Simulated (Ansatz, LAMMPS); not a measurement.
**Squeezing and shearing Ga2O3 with crystalline order left by the classical run (115 atoms)**

Aim: relax Ga2O3 with crystalline order left by the classical run (115 atoms), then change its volume and shape to read moduli from the stress.

Method: Kohn-Sham DFT, PBE, PAW (set soft_2), plane waves, in Ansatz 0.2.0.

## (1) Set-up

The cell holds 115 atoms: 46 Ga and 69 O. Cell: a = 10.540 Å, b = 10.540 Å, c = 10.540 Å, α = 90.0°, β = 90.0°, γ = 90.0°. 115 atoms (46 Fe, 69 O) placed at random at 4.28 g/cm³, melted at 4500 K for 20 ps at fixed volume with the Morse and Coulomb pair potential with partial charges (Pedone, Malavasi, Menziani, Cormack and Segre, J. Phys. Chem. B 110, 11780 (2006)). Quenched from 4500 K to 300 K at 10 K/ps and fixed volume, held 20 ps at zero pressure. Then Fe was replaced by Ga (the potential has no terms for the new elements, so the cell is a start for a DFT relaxation).

Limits known from the start: The quench rate of 10 K/ps is many orders above laboratory rates, so the cell is likely richer in defects and strain than a real sample. The network of bonds at the start is that of the classical potential that made the cell, and needn't be the one that DFT or experiment would give. Sampling is at Γ alone.

## (2) Single point at the start

A single point comes first, to see the forces before anything moves.

File input.yaml:

```yaml
crystal:
  lattice:
    - [10.53993, 0.0, 0.0]
    - [0.0, 10.53993, 0.0]
    - [0.0, 0.0, 10.53993]
  atoms:
    - { symbol: Ga, position: [0.60841, 0.10518, 0.10116] }
    - { symbol: Ga, position: [0.32266, 0.52044, 0.97046] }
    - { symbol: Ga, position: [0.0146, 0.04058, 0.51378] }
    - { symbol: Ga, position: [0.73926, 0.06458, 0.55623] }
    - { symbol: Ga, position: [0.0557, 0.70292, 0.81331] }
    - { symbol: Ga, position: [0.43336, 0.78342, 0.99582] }
    - { symbol: Ga, position: [0.11735, 0.42062, 0.83193] }
    - { symbol: Ga, position: [0.95683, 0.56983, 0.32937] }
    - { symbol: Ga, position: [0.87244, 0.5375, 0.01663] }
    - { symbol: Ga, position: [0.13387, 0.43021, 0.5693] }
    - { symbol: Ga, position: [0.58324, 0.49964, 0.92912] }
    - { symbol: Ga, position: [0.20739, 0.44156, 0.27266] }
    - { symbol: Ga, position: [0.31461, 0.70496, 0.27762] }
    - { symbol: Ga, position: [0.70943, 0.74873, 0.911] }
    - { symbol: Ga, position: [0.70683, 0.28059, 0.84968] }
    - { symbol: Ga, position: [0.355, 0.95067, 0.21068] }
    - { symbol: Ga, position: [0.76213, 0.37374, 0.19678] }
    - { symbol: Ga, position: [0.08389, 0.94503, 0.26897] }
    - { symbol: Ga, position: [0.81116, 0.9331, 0.33481] }
    - { symbol: Ga, position: [0.49528, 0.4118, 0.22693] }
    - { symbol: Ga, position: [0.33093, 0.66151, 0.72118] }
    - { symbol: Ga, position: [0.94613, 0.20546, 0.7292] }
    - { symbol: Ga, position: [0.38348, 0.52122, 0.47562] }
    - { symbol: Ga, position: [0.87161, 0.08918, 0.05526] }
    - { symbol: Ga, position: [0.84749, 0.5653, 0.67319] }
    - { symbol: Ga, position: [0.60624, 0.74757, 0.5906] }
    - { symbol: Ga, position: [0.15164, 0.0256, 0.99298] }
    - { symbol: Ga, position: [0.42136, 0.02026, 0.90485] }
    - { symbol: Ga, position: [0.03713, 0.32769, 0.09521] }
    - { symbol: Ga, position: [0.27041, 0.82772, 0.51308] }
    - { symbol: Ga, position: [0.94636, 0.9414, 0.79827] }
    - { symbol: Ga, position: [0.67117, 0.97832, 0.83087] }
    - { symbol: Ga, position: [0.89739, 0.825, 0.09693] }
    - { symbol: Ga, position: [0.23125, 0.91835, 0.75798] }
    - { symbol: Ga, position: [0.40801, 0.38246, 0.74239] }
    - { symbol: Ga, position: [0.6818, 0.38844, 0.55911] }
    - { symbol: Ga, position: [0.98394, 0.78756, 0.53962] }
    - { symbol: Ga, position: [0.32282, 0.27211, 0.04052] }
    - { symbol: Ga, position: [0.21812, 0.14897, 0.66862] }
    - { symbol: Ga, position: [0.59894, 0.22094, 0.38496] }
    - { symbol: Ga, position: [0.94397, 0.25747, 0.36651] }
    - { symbol: Ga, position: [0.14121, 0.6782, 0.09427] }
    - { symbol: Ga, position: [0.46906, 0.09804, 0.59708] }
    - { symbol: Ga, position: [0.26941, 0.19742, 0.37343] }
    - { symbol: Ga, position: [0.54042, 0.93939, 0.38475] }
    - { symbol: Ga, position: [0.62603, 0.69639, 0.19759] }
    - { symbol: O, position: [0.11929, 0.59122, 0.25385] }
    - { symbol: O, position: [0.63689, 0.51891, 0.23439] }
    - { symbol: O, position: [0.0241, 0.5465, 0.70572] }
    - { symbol: O, position: [0.31955, 0.97477, 0.61409] }
    - { symbol: O, position: [0.111, 0.87543, 0.88513] }
    - { symbol: O, position: [0.97134, 0.11554, 0.89832] }
    - { symbol: O, position: [0.32072, 0.95172, 0.0366] }
    - { symbol: O, position: [0.1877, 0.44467, 0.08764] }
    - { symbol: O, position: [0.90188, 0.17561, 0.54584] }
    - { symbol: O, position: [0.90746, 0.64881, 0.47843] }
    - { symbol: O, position: [0.90176, 0.48039, 0.18372] }
    - { symbol: O, position: [0.9399, 0.78201, 0.7128] }
    - { symbol: O, position: [0.82925, 0.88793, 0.92784] }
    - { symbol: O, position: [0.42943, 0.55809, 0.82738] }
    - { symbol: O, position: [0.58608, 0.9458, 0.55364] }
    - { symbol: O, position: [0.88336, 0.24131, 0.15332] }
    - { symbol: O, position: [0.63068, 0.21441, 0.57161] }
    - { symbol: O, position: [0.10569, 0.89242, 0.46226] }
    - { symbol: O, position: [0.85689, 0.92094, 0.51252] }
    - { symbol: O, position: [0.99442, 0.42456, 0.45951] }
    - { symbol: O, position: [0.2856, 0.48961, 0.65178] }
    - { symbol: O, position: [0.01506, 0.96369, 0.09702] }
    - { symbol: O, position: [0.06828, 0.01703, 0.68665] }
    - { symbol: O, position: [0.18681, 0.76049, 0.67066] }
    - { symbol: O, position: [0.3736, 0.81788, 0.82025] }
    - { symbol: O, position: [0.81533, 0.3433, 0.71393] }
    - { symbol: O, position: [0.51234, 0.01967, 0.22055] }
    - { symbol: O, position: [0.61944, 0.26315, 0.2087] }
    - { symbol: O, position: [0.45655, 0.43266, 0.0479] }
    - { symbol: O, position: [0.16348, 0.1941, 0.05358] }
    - { symbol: O, position: [0.3785, 0.54642, 0.28611] }
    - { symbol: O, position: [0.93772, 0.80761, 0.27387] }
    [... 31 atom lines left out ...]
    - { symbol: O, position: [0.43465, 0.12846, 0.43096] }
    - { symbol: O, position: [0.57228, 0.91666, 0.96724] }
    - { symbol: O, position: [0.08348, 0.30738, 0.26632] }
    - { symbol: O, position: [0.37609, 0.23795, 0.65371] }
    - { symbol: O, position: [0.7771, 0.69241, 0.09603] }
    - { symbol: O, position: [0.34986, 0.29526, 0.2341] }
kpoints:
  mp_grid: { grid: [1, 1, 1] }
hamiltonian:
  xc: pbe
scf:
  occupations: { method: fixed }
output:
  forces: true
```

Command:

```
ansatz run input.yaml --threads 4 --pin off --max-ram 8192MiB --backend cpu --events-out ev --progress --plain --runs-dir out
```

The log of the run:

```text
[...]
Pseudopotentials: kind: paw
Pseudopotential: Ga, paw, valence charge 13, recommended cutoff 420 eV (normal), Ga.paw.azcp
Pseudopotential: O, paw, valence charge 6, recommended cutoff 420 eV (normal), O.paw.azcp
[... 5 lines on functional and potentials left out ...]
Crystal: 115 atoms, lattice volume = 1170.882 Å³
Basis set: ecut = 420 eV, 22983 PW (Γ), exchange–correlation on 144×144×144 points (8 copies of the dense FFT grid, shifted against one another)
Bands: 621, of which v1, the nominal top of the filled ones, is band 506 counted from 1 (505 counted from 0)
Symmetry: 1 space group operations
Space group: P1 (ITA 1), of the structure as read, at distance tolerance 1.1e-4 Å
k-points: 1
[... 5 lines on functional and potentials left out ...]
Initial density: superposition of atomic densities (neutral atoms: chi_scale 0, normalization atom), corrected by the library's trained network
Initial wavefunctions: pseudopotential atomic-orbital guess
[...]
SCF iter   1: F=—  HF=-213183.220665 eV  |F-HF|=—  |Δ(HF+E_count)|=         —  Δρ=3.10e-3  dr2=2.00e-1  ethr=1.77e-3  ⟨swp⟩=5.0  Hψ=1774  notcnv=0  defer=113
preconditioner: auto → Resta (q_TF=auto, 2.663 Å⁻¹)  ε∞=4.8  [insulator: Δε(μ)=1.299 eV  Ē_g=17.618 eV  n_scr=364 (ndim 8)  ℏωp=34.5 eV  f_vac=0.035  ε∞_Penn≈4.8]
[...]
SCF iter   9: F=—  HF=-213183.179851 eV  |F-HF|=—  |Δ(HF+E_count)|=   5.45e-7  Δρ=4.51e-6  dr2=2.32e-7  ethr=6.65e-11  ⟨swp⟩=2.0  Hψ=1015  notcnv=0  defer=108
SCF iter  10: F=-213183.179851 eV  HF=-213183.179851 eV  |F-HF|=1.97e-8  |Δ(HF+E_count)|=   3.31e-8  Δρ=1.31e-6  dr2=2.53e-8  ethr=9.88e-12  ⟨swp⟩=4.0  Hψ=2057  notcnv=0
SCF 1 converged in 10 iterations: F = -213183.179851 eV  dr2 = 2.53e-8
[...]
SCF converged after 10 iterations
Free energy (F): -213183.179851 eV
Harris-Foulkes:  -213183.179851 eV  (|F-HF|=1.97e-8)
Internal energy: -213183.179851 eV  (E = F + TS)
E sigma→0 (E₀):  -213183.179851 eV
Fermi energy:    9.290856 eV
--- Per-component energies (eV) ---
[...]
Σ components = -213183.179851   (vs F -213183.179851, Δ=0.00e0)
--- Forces (eV/Å), atoms counted from 1 ---
  atom   1  Ga    -1.45666308    -0.33120464     0.39849690
  atom   2  Ga    -1.17134337    -0.00784439     0.73090190
  atom   3  Ga     0.49887237     0.91775014    -0.67149411
  atom   4  Ga     1.20917035     0.06689771     0.86794487
[...]
atom 115  O      0.07820313     0.30587817    -0.52900424
  max |Σ_I F_I| component: 4.03e-5 eV/Å
```

The job ended after 13 s (4 threads of Intel Xeon Platinum 8488C (Sapphire Rapids), shared host; peak memory 2.1 GiB).

Reading the cycles: dr2 is the Hartree energy of the density residual (eV), the measure of convergence; HF is the Harris–Foulkes estimate of the energy, which meets the free energy F at convergence.

The r.m.s. force at the start is 0.70 eV/Å.

## (3) Cell and atoms relaxed

The cell is relaxed with the atoms, since the starting lattice needn't suit this functional.

File input.yaml:

```yaml
crystal:
  lattice:
    - [10.53993, 0.0, 0.0]
    - [0.0, 10.53993, 0.0]
    - [0.0, 0.0, 10.53993]
  atoms:
    [... the 115 atom lines of step 2 ...]
kpoints:
  mp_grid: { grid: [1, 1, 1] }
hamiltonian:
  xc: pbe
scf:
  occupations: { method: fixed }
output:
  forces: true
relax:
  f_tol: 0.05
  max_steps: 150
  cell: {}
```

The log of the run:

```text
[...]
Crystal: 115 atoms, lattice volume = 1170.882 Å³
Basis set: ecut = 420 eV, 22983 PW (Γ), exchange–correlation on 144×144×144 points (8 copies of the dense FFT grid, shifted against one another)
Bands: 621, of which v1, the nominal top of the filled ones, is band 506 counted from 1 (505 counted from 0)
Symmetry: 1 space group operations
[...]
k-points: 1
[...]
SCF iter   1: F=—  HF=-213183.220666 eV  |F-HF|=—  |Δ(HF+E_count)|=         —  Δρ=3.10e-3  dr2=2.00e-1  ethr=1.77e-3  ⟨swp⟩=5.0  Hψ=1774  notcnv=0  defer=113
[...]
SCF iter   9: F=—  HF=-213183.179851 eV  |F-HF|=—  |Δ(HF+E_count)|=   5.45e-7  Δρ=4.51e-6  dr2=2.32e-7  ethr=6.65e-11  ⟨swp⟩=2.0  Hψ=1015  notcnv=0  defer=108
SCF iter  10: F=-213183.179851 eV  HF=-213183.179851 eV  |F-HF|=1.98e-8  |Δ(HF+E_count)|=   3.33e-8  Δρ=1.31e-6  dr2=2.53e-8  ethr=9.88e-12  ⟨swp⟩=4.0  Hψ=2057  notcnv=0
SCF 1 converged in 10 iterations: F = -213183.179851 eV  dr2 = 2.53e-8
[...]
relax step   1: F+E_penalty+E_count = -213183.17985129 eV  Δ(F+E_penalty+E_count) = +0.000e0 eV  max|allowed force component| = 2.644e0 eV/Å  Δτ_max = 0.0000 Å  P = +9.292 GPa  Ω = 1170.882 Å³  (10 SCF iters, dr2 threshold 1.00e-7 eV, accepted)
[... from here on, the SCF cycles and remarks between the steps are left out ...]
relax step   2: F+E_penalty+E_count = -213188.50038630 eV  Δ(F+E_penalty+E_count) = -5.321e0 eV  max|allowed force component| = 1.387e0 eV/Å  Δτ_max = 0.1667 Å  P = +2.612 GPa  Ω = 1214.374 Å³  energy of the carried Pulay correction = -2.052e-1 eV  (8 SCF iters, dr2 threshold 1.15e-5 eV, accepted)
relax step   3: F+E_penalty+E_count = -213191.53746521 eV  Δ(F+E_penalty+E_count) = -3.037e0 eV  max|allowed force component| = 7.078e-1 eV/Å  Δτ_max = 0.2000 Å  P = +0.908 GPa  Ω = 1235.763 Å³  energy of the carried Pulay correction = -3.034e-1 eV  (8 SCF iters, dr2 threshold 1.15e-5 eV, accepted)
relax step   4: F+E_penalty+E_count = -213192.95978801 eV  Δ(F+E_penalty+E_count) = -1.422e0 eV  max|allowed force component| = 6.186e-1 eV/Å  Δτ_max = 0.1950 Å  P = +0.241 GPa  Ω = 1254.966 Å³  energy of the carried Pulay correction = -3.901e-1 eV  (8 SCF iters, dr2 threshold 1.15e-5 eV, accepted)
relax step   5: F+E_penalty+E_count = -213193.80824045 eV  Δ(F+E_penalty+E_count) = -8.485e-1 eV  max|allowed force component| = 4.780e-1 eV/Å  Δτ_max = 0.2000 Å  P = +0.132 GPa  Ω = 1263.912 Å³  energy of the carried Pulay correction = -4.301e-1 eV  (8 SCF iters, dr2 threshold 1.15e-5 eV, accepted)
relax step   6: F+E_penalty+E_count = -213194.31922821 eV  Δ(F+E_penalty+E_count) = -5.110e-1 eV  max|allowed force component| = 3.652e-1 eV/Å  Δτ_max = 0.2000 Å  P = +0.055 GPa  Ω = 1270.655 Å³  energy of the carried Pulay correction = -4.600e-1 eV  (8 SCF iters, dr2 threshold 1.15e-5 eV, accepted)
relax step   7: F+E_penalty+E_count = -213194.62452526 eV  Δ(F+E_penalty+E_count) = -3.053e-1 eV  max|allowed force component| = 2.175e-1 eV/Å  Δτ_max = 0.2000 Å  P = +0.035 GPa  Ω = 1276.578 Å³  energy of the carried Pulay correction = -4.861e-1 eV  (8 SCF iters, dr2 threshold 8.34e-6 eV, accepted)
relax step   8: F+E_penalty+E_count = -213194.90029288 eV  Δ(F+E_penalty+E_count) = -2.758e-1 eV  max|allowed force component| = 2.111e-1 eV/Å  Δτ_max = 0.2000 Å  P = +0.123 GPa  Ω = 1281.329 Å³  energy of the carried Pulay correction = -5.070e-1 eV  (9 SCF iters, dr2 threshold 2.96e-6 eV, accepted)
relax step   9: F+E_penalty+E_count = -213195.05998228 eV  Δ(F+E_penalty+E_count) = -1.597e-1 eV  max|allowed force component| = 4.089e-1 eV/Å  Δτ_max = 0.1951 Å  P = -0.391 GPa  Ω = 1290.745 Å³  energy of the carried Pulay correction = -5.481e-1 eV  (9 SCF iters, dr2 threshold 2.79e-6 eV, accepted)
relax step  10: F+E_penalty+E_count = -213195.24147721 eV  Δ(F+E_penalty+E_count) = -1.815e-1 eV  max|allowed force component| = 2.896e-1 eV/Å  Δτ_max = 0.2000 Å  P = -0.228 GPa  Ω = 1291.596 Å³  energy of the carried Pulay correction = -5.518e-1 eV  (8 SCF iters, dr2 threshold 1.05e-5 eV, accepted)
relax step  11: F+E_penalty+E_count = -213195.41891961 eV  Δ(F+E_penalty+E_count) = -1.774e-1 eV  max|allowed force component| = 2.330e-1 eV/Å  Δτ_max = 0.2000 Å  P = -0.134 GPa  Ω = 1291.926 Å³  energy of the carried Pulay correction = -5.532e-1 eV  (8 SCF iters, dr2 threshold 5.24e-6 eV, accepted)
relax step  12: F+E_penalty+E_count = -213195.55618440 eV  Δ(F+E_penalty+E_count) = -1.373e-1 eV  max|allowed force component| = 3.751e-1 eV/Å  Δτ_max = 0.1951 Å  P = +0.145 GPa  Ω = 1290.792 Å³  energy of the carried Pulay correction = -5.483e-1 eV  (8 SCF iters, dr2 threshold 3.39e-6 eV, accepted)
relax step  13: F+E_penalty+E_count = -213195.62743134 eV  Δ(F+E_penalty+E_count) = -7.125e-2 eV  max|allowed force component| = 1.448e-1 eV/Å  Δτ_max = 0.1936 Å  P = -0.054 GPa  Ω = 1292.444 Å³  energy of the carried Pulay correction = -5.555e-1 eV  (8 SCF iters, dr2 threshold 8.79e-6 eV, accepted)
relax step  14: F+E_penalty+E_count = -213195.65070890 eV  Δ(F+E_penalty+E_count) = -2.328e-2 eV  max|allowed force component| = 4.881e-2 eV/Å  Δτ_max = 0.1075 Å  P = -0.023 GPa  Ω = 1291.832 Å³  energy of the carried Pulay correction = -5.528e-1 eV  (8 SCF iters, dr2 threshold 1.31e-6 eV, accepted)
relax step  15: F+E_penalty+E_count = -213196.66961574 eV  Δ(F+E_penalty+E_count) = -1.019e0 eV  max|allowed force component| = 5.327e-2 eV/Å  Δτ_max = 0.0000 Å  P = +1.152 GPa  Ω = 1291.832 Å³  stress off target by 1.73e0 GPa  SCF on the basis re-selected at this cell (its energy is not comparable with the rows above)  (11 SCF iters)
relax step  16: F+E_penalty+E_count = -213196.61994551 eV  Δ(F+E_penalty+E_count) = +4.967e-2 eV  max|allowed force component| = 1.189e-1 eV/Å  Δτ_max = 0.1107 Å  P = -0.368 GPa  Ω = 1312.199 Å³  energy of the carried Pulay correction = -9.927e-2 eV  (8 SCF iters, dr2 threshold 7.44e-6 eV, accepted)
relax step  17: F+E_penalty+E_count = -213196.67925614 eV  Δ(F+E_penalty+E_count) = -5.931e-2 eV  max|allowed force component| = 7.046e-2 eV/Å  Δτ_max = 0.0814 Å  P = +0.054 GPa  Ω = 1304.628 Å³  energy of the carried Pulay correction = -6.078e-2 eV  (9 SCF iters, dr2 threshold 8.83e-7 eV, accepted)
relax step  18: F+E_penalty+E_count = -213196.67857071 eV  Δ(F+E_penalty+E_count) = +6.854e-4 eV  max|allowed force component| = 2.630e-2 eV/Å  Δτ_max = 0.0366 Å  P = -0.002 GPa  Ω = 1306.486 Å³  energy of the carried Pulay correction = -7.019e-2 eV  (8 SCF iters, dr2 threshold 3.10e-7 eV, accepted)
relax step  19: F+E_penalty+E_count = -213196.75949414 eV  Δ(F+E_penalty+E_count) = -8.092e-2 eV  max|allowed force component| = 2.671e-2 eV/Å  Δτ_max = 0.0000 Å  P = +0.021 GPa  Ω = 1306.486 Å³  stress off target by 7.88e-2 GPa  SCF on the basis re-selected at this cell (its energy is not comparable with the rows above)  (8 SCF iters)
relax step  20: F+E_penalty+E_count = -213196.76032203 eV  Δ(F+E_penalty+E_count) = -8.279e-4 eV  max|allowed force component| = 1.241e-2 eV/Å  Δτ_max = 0.0173 Å  P = -0.005 GPa  Ω = 1306.565 Å³  energy of the carried Pulay correction = -3.442e-4 eV  (9 SCF iters, dr2 threshold 1.55e-8 eV, accepted)
relax step  21: F+E_penalty+E_count = -213196.76035471 eV  Δ(F+E_penalty+E_count) = -3.268e-5 eV  max|allowed force component| = 1.242e-2 eV/Å  Δτ_max = 0.0000 Å  P = -0.005 GPa  Ω = 1306.565 Å³  stress off target by 2.08e-2 GPa  SCF on the basis re-selected at this cell (its energy is not comparable with the rows above)  (5 SCF iters)
[...]
SCF converged after 5 iterations
Free energy (F): -213196.760355 eV
[...]
Internal energy: -213196.760355 eV  (E = F + TS)
E sigma→0 (E₀):  -213196.760355 eV
Fermi energy:    7.383229 eV
[...]
Σ components = -213196.760355   (vs F -213196.760355, Δ=0.00e0)
--- Forces (eV/Å), atoms counted from 1 ---
  atom   1  Ga    -0.00769933     0.00107298    -0.00401575
  atom   2  Ga    -0.00054487     0.00397249    -0.00005741
  atom   3  Ga     0.00294373    -0.00027536     0.00650863
  atom   4  Ga     0.00147487     0.00209221    -0.00107605
[...]
atom 115  O     -0.00131045    -0.00228965     0.00138798
  max |Σ_I F_I| component: 1.19e-5 eV/Å
--- Stress (GPa, compression-positive) ---
        0.005455       0.009385       0.004224
        0.009385      -0.014878      -0.004371
        0.004224      -0.004371      -0.006530
  P = ⅓ Tr σ = -0.0053 GPa (-0.053 kbar)
--- Relaxed structure (18 steps of the walk, 18 accepted, 3 SCFs on fresh bases) ---
  F+E_penalty+E_count = -213196.76035471 eV   max|allowed force component| = 1.242e-2 eV/Å   (the final SCF, on the basis selected at the relaxed cell)
  cell:  # Å, volume = 1306.5646 Å³
    - [10.832783, 0.339595, 0.134147]
    - [0.339595, 10.860998, 0.113858]
    - [0.134147, 0.113858, 11.118730]
  atoms:
    - { symbol: Ga, position: [0.600118, 0.075066, 0.095016] }
    - { symbol: Ga, position: [0.278112, 0.515012, 0.969990] }
    - { symbol: Ga, position: [0.039477, 0.043728, 0.500251] }
    - { symbol: Ga, position: [0.759841, 0.066848, 0.549734] }
[...]
- { symbol: O, position: [0.333131, 0.289400, 0.249303] }
```

Wall time 5 min (4 threads); peak memory 2.3 GiB.

The relaxation converged after 18 steps, with a largest force component of 0.012 eV/Å.

(Part 1 of 3 ends here.)

[Long decimals in the printed logs are rounded to 6 places.]

[Logs are printed without paths, hosts, clocks, repeated set-up lines and the standing remarks that a program may print on its own settings, such as how far it seeks lower states.]

[Hosts, paths, dates, database ids (printed as entryN), source tags and the programs' standing remarks are cut or masked in the printed files.]
